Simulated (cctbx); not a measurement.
# What is wrong with this refinement?

Cell a = 5.4470 Å, b = 9.7400 Å, c = 8.5690 Å, α = 90.00°, β = 123.80°, γ = 90.00°; space group P2_1/c (no. 14).

Simulated single-crystal data (cctbx): Mo Kα, λ = 0.71073 Å, to d = 0.7 Å, 50 % of the full sphere, strongest reflection 70000 counts, noise from counting, a 1.5 % proportional error and a noise floor of 4 counts (s.d.); no absorption.

An anisotropic refinement with weights 1/σ² prints:

```text
Rint 0.012, 1081 unique reflections to 0.70 A
cycle     R1     wR2    GooF  max shift (A)
   1  0.0561  0.1412   7.221   0.01116
   3  0.0229  0.0556   2.843   0.00002
final R1 0.0229 wR2 0.0556 GooF 2.843  parameters 66  data/parameter 16.4
atom        x        y        z      Ueq    occ   su(xyz)  su(Uiso or U11)
Tl1    0.50000  0.50000  0.50000   0.0112  1.000  0.00000  0.0001
As1    0.79760  0.82023  0.77906   0.0243  1.000  0.00014  0.0003
O1     0.00000  0.00000  0.50000   0.0047  1.000  0.00000  0.0017
Na1    0.32785  0.63616  0.81623   0.0229  1.000  0.00050  0.0010
Na2    0.51752  0.85103  0.80599   0.0725  1.000  0.00114  0.0028
O2     0.15046  0.86329  0.97421   0.0255  1.000  0.00091  0.0018
O3     0.24573  0.40243  0.90664   0.0302  1.000  0.00106  0.0021
O4     0.18876  0.14527  0.74708   0.0239  1.000  0.00093  0.0018
difference map: max 3.41 min -1.66 rms 0.28
Q1    0.0000  0.0000  0.5000    2    3.42  0.00 A from O1
Q2    0.5000  0.0000  0.0000    2    1.02  0.00 A from Tl1
Q3    0.2478  0.1645  0.2501    4    0.86  0.28 A from As1
Q4    0.3094  0.6655  0.7969    4    0.67  0.32 A from Na1
Q5    0.4812  0.1498  0.1959    4    0.63  0.02 A from Na2
Q6    0.2875  0.1459  0.7822    4    0.62  0.45 A from O4
```

Q: Accept it or mend it, and why?

Mend it. The fault: elements exchanged: Na2 is O and O1 is Na. Against the right model at the same level, R1 goes from 0.0079 to 0.0229 and GooF from 0.92 to 2.84, U of O1 shrinks from 0.0276 to 0.0047 Å², U of Na2 swells from 0.0327 to 0.0725 Å² and the top difference peak, 3.4 e/Å³, lies on O1. Na2 has 3 electrons too many and its U swells to shed them, as expected; O1 has 3 electrons too few and its U shrinks to make up, as expected.

The compound is Na3TlAs2O8. The right model at the same level gives:

```text
Rint 0.012, 1081 unique reflections to 0.70 A
cycle     R1     wR2    GooF  max shift (A)
   1  0.0348  0.0909   4.651   0.00781
   2  0.0079  0.0179   0.917   0.00033
final R1 0.0079 wR2 0.0179 GooF 0.917  parameters 66  data/parameter 16.4
atom        x        y        z      Ueq    occ   su(xyz)  su(Uiso or U11)
Tl1    0.50000  0.50000  0.50000   0.0115  1.000  0.00000  0.0000
As1    0.79735  0.82034  0.77891   0.0245  1.000  0.00004  0.0001
Na1    0.00000  0.00000  0.50000   0.0276  1.000  0.00000  0.0006
Na2    0.32764  0.63657  0.81601   0.0230  1.000  0.00016  0.0003
O1     0.51829  0.85124  0.80546   0.0327  1.000  0.00035  0.0007
O2     0.14969  0.86399  0.97454   0.0262  1.000  0.00030  0.0006
O3     0.24783  0.40246  0.90789   0.0302  1.000  0.00034  0.0007
O4     0.19052  0.14602  0.74742   0.0248  1.000  0.00031  0.0006
difference map: max 0.38 min -0.36 rms 0.10
Q1    0.1439  0.0915  0.5421    4    0.39  1.11 A from Na1
Q2    0.0057  0.1657  0.5210    4    0.38  1.62 A from Na1
Q3    0.2229  0.5996  0.7957    4    0.38  0.61 A from Na2
Q4    0.3102  0.6327  0.5087    4    0.32  0.75 A from O2
Q5    0.2733  0.5954  0.1185    4    0.31  1.50 A from O1
Q6    0.4628  0.2164  0.9740    4    0.31  1.80 A from O4
```

This is a model crystal, built by substitution and not relaxed, with assumed displacement parameters.

[Middle refinement cycles are left out of these outputs.]

[Logs are printed without paths, hosts, clocks, repeated set-up lines and the standing remarks that a program may print on its own settings, such as how far it seeks lower states.]
